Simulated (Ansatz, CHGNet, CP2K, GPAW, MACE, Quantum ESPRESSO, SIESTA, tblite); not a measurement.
**Other levels on Σ7 (111) twist boundary in a Au-Pd solid solution (84 atoms)**

The cell holds 84 atoms: 59 Au and 25 Pd. Its edges and angles: a = 7.524 Å, b = 7.524 Å, c = 28.003 Å, α = 90.0°, β = 90.0°, γ = 60.0°. Fcc Au lattice (a = 4.0215 Å, the value set for the mixture); two grains turned against each other by 81.79 deg about [111]; 1 x 1 coincidence cells, 2 lattice periods a grain, two boundaries a cell, upper grain shifted by [0.175, 0.709] of the boundary cell and opened by 0.1 Å, one atom of each pair nearer than 1.848 Å removed; 25 of 84 Au sites given to Pd at random (lattice constant by Vegard's rule between Au and Pd); annealed from 600 K for 3 ps and minimised with a classical potential (one cell length free). Then every atom was moved at random, 0.02 Å r.m.s. a Cartesian component. Regions: lower grain, 42 atoms (34 Au and 8 Pd); upper grain, 42 atoms (17 Pd and 25 Au).

Geometry: as built.

The reference, a calculation:

```
method                 : Kohn-Sham DFT, PBE, SSSP efficiency 1.3.0 pseudopotentials, plane waves (Quantum ESPRESSO 7.5); sssp-pbe-1.3.0-efficiency, cutoffs 45/360 Ry, Γ point
r.m.s. force component : 0.2175 eV/Å
longest force          : 0.8053 eV/Å
pressure               : 10.06 GPa
time                   : 8.6 min on 4 MPI ranks of Arm Neoverse V1, shared host
CPU time               : 34 min
```

In doubt: a PseudoDojo file used here is known to give poor structures and forces (SIESTA), which bears on pressures, cells, forces and phonons.

Q: Estimate the differences from the reference, the CPU time and the memory of each run.
- GPAW PBE, plane waves 350 eV (GPAW 26.7.0; 4 MPI ranks)
- SIESTA PBE, DZP, shift 0.01 Ry, mesh 300 Ry (SIESTA 5.4.2; 4 MPI ranks)
- SIESTA PBE, SZP, shift 0.01 Ry, mesh 300 Ry (SIESTA 5.4.2; 2 MPI ranks)
- SIESTA PBE, DZ, shift 0.01 Ry, mesh 300 Ry (SIESTA 5.4.2; 2 MPI ranks)
- tblite GFN1-xTB (tblite 0.8.0; 1 thread)
- CHGNet 0.3.0 potential (CHGNet 0.3.0; 1 thread)
- CP2K PBE, DZVP-MOLOPT-SR, 600/50 Ry, diagonalisation (CP2K 2026.2; 4 MPI ranks)
- CHGNet r2SCAN potential (CHGNet r2SCAN; 1 thread)
- MACE MP-0b3 medium potential (MACE MP-0b3 medium; 1 thread)

Differences are against the plane-wave reference, forces as r.m.s. over components; share is that over the reference's r.m.s. force, slope the least-squares factor from reference forces to these. Total energies of different programs have different zeros and aren't compared.

```
                                                 run  Δ force, r.m.s. (meV/Å)  share (%)  slope  Δ pressure (GPa)  cores  CPU time  memory (GiB)
                                           reference                        -          -      -                 -      4    34 min           3.4
                        GPAW PBE, plane waves 350 eV                     33.7       15.5  1.060              1.84      4    54 min           2.4
         SIESTA PBE, DZP, shift 0.01 Ry, mesh 300 Ry                     46.9       21.6  1.168            -0.242      4    12 min           1.7
SIESTA PBE, SZP, shift 0.01 Ry, mesh 300 Ry (coarse)                     67.6       31.1  1.153             -8.40      2     7 min           1.1
 SIESTA PBE, DZ, shift 0.01 Ry, mesh 300 Ry (coarse)                      121       55.8  1.342             -15.6      2   5.9 min          0.99
                                     tblite GFN1-xTB                      137       63.2  0.928              12.1      1      17 s          0.16
                              CHGNet 0.3.0 potential                      110       50.6  0.575             0.654      1     5.8 s           1.6
CP2K PBE, DZVP-MOLOPT-SR, 600/50 Ry, diagonalisation                     70.9       32.6  1.145              7.53      4    58 min           9.4
                             CHGNet r2SCAN potential                      145       66.5  0.371             -4.48      1     5.7 s           1.6
                        MACE MP-0b3 medium potential                     98.2       45.2  0.808           -0.0268      1      10 s          0.95
```

Rows marked coarse were listed beforehand as settings not expected to be converged; some can still land near the reference.

Times of the machine-learned potentials are mostly Python's start and the loading of weights.

CPU time is summed over cores on a shared host, where runs went side by side, so it is rough. Symmetry, cutoffs, thresholds, outputs and thread counts weren't matched or tuned between programs; memory under MPI is the largest rank's times the ranks.

PBE on plane waves or a grid with other potentials, cutoffs or grids, coarse settings apart, differs from the reference by 16 % (GPAW PBE, plane waves 350 eV) of the r.m.s. force; potentials, valence shells or grid differ, and the table alone doesn't part them. The PBE runs in local orbitals, coarse settings apart, differ by 22 % (SIESTA PBE, DZP, shift 0.01 Ry, mesh 300 Ry) to 33 % (CP2K PBE, DZVP-MOLOPT-SR, 600/50 Ry, diagonalisation); basis, grid and potentials can all enter. Tight binding differs by 63 % (tblite GFN1-xTB); it is another model, with fitted parameters of its own, and the xTB methods hold dispersion. Machine-learned potentials differ by 45 % (MACE MP-0b3 medium potential) to 66 % (CHGNet r2SCAN potential); they were trained on other programs' data, some at another functional. Among those trained on PBE data the slope goes as low as 0.57. Periodic xTB results under one method name differ between programs and library versions. The electron count is odd in these runs, and they have no spin polarisation, so the unpaired electron is spread evenly over both spins. Machine-learned potentials mimic data converged in k, so the reference's own k-point error enters their differences. The electronic-structure runs sample only Γ, in a cell whose shortest periodic width is 7 Å, which is coarse for a cell with partly filled levels.

[Logs are printed without paths, hosts, clocks, repeated set-up lines and the standing remarks that a program may print on its own settings, such as how far it seeks lower states.]

[Hosts, paths, dates, database ids (printed as entryN), source tags and the programs' standing remarks are cut or masked in the printed files.]
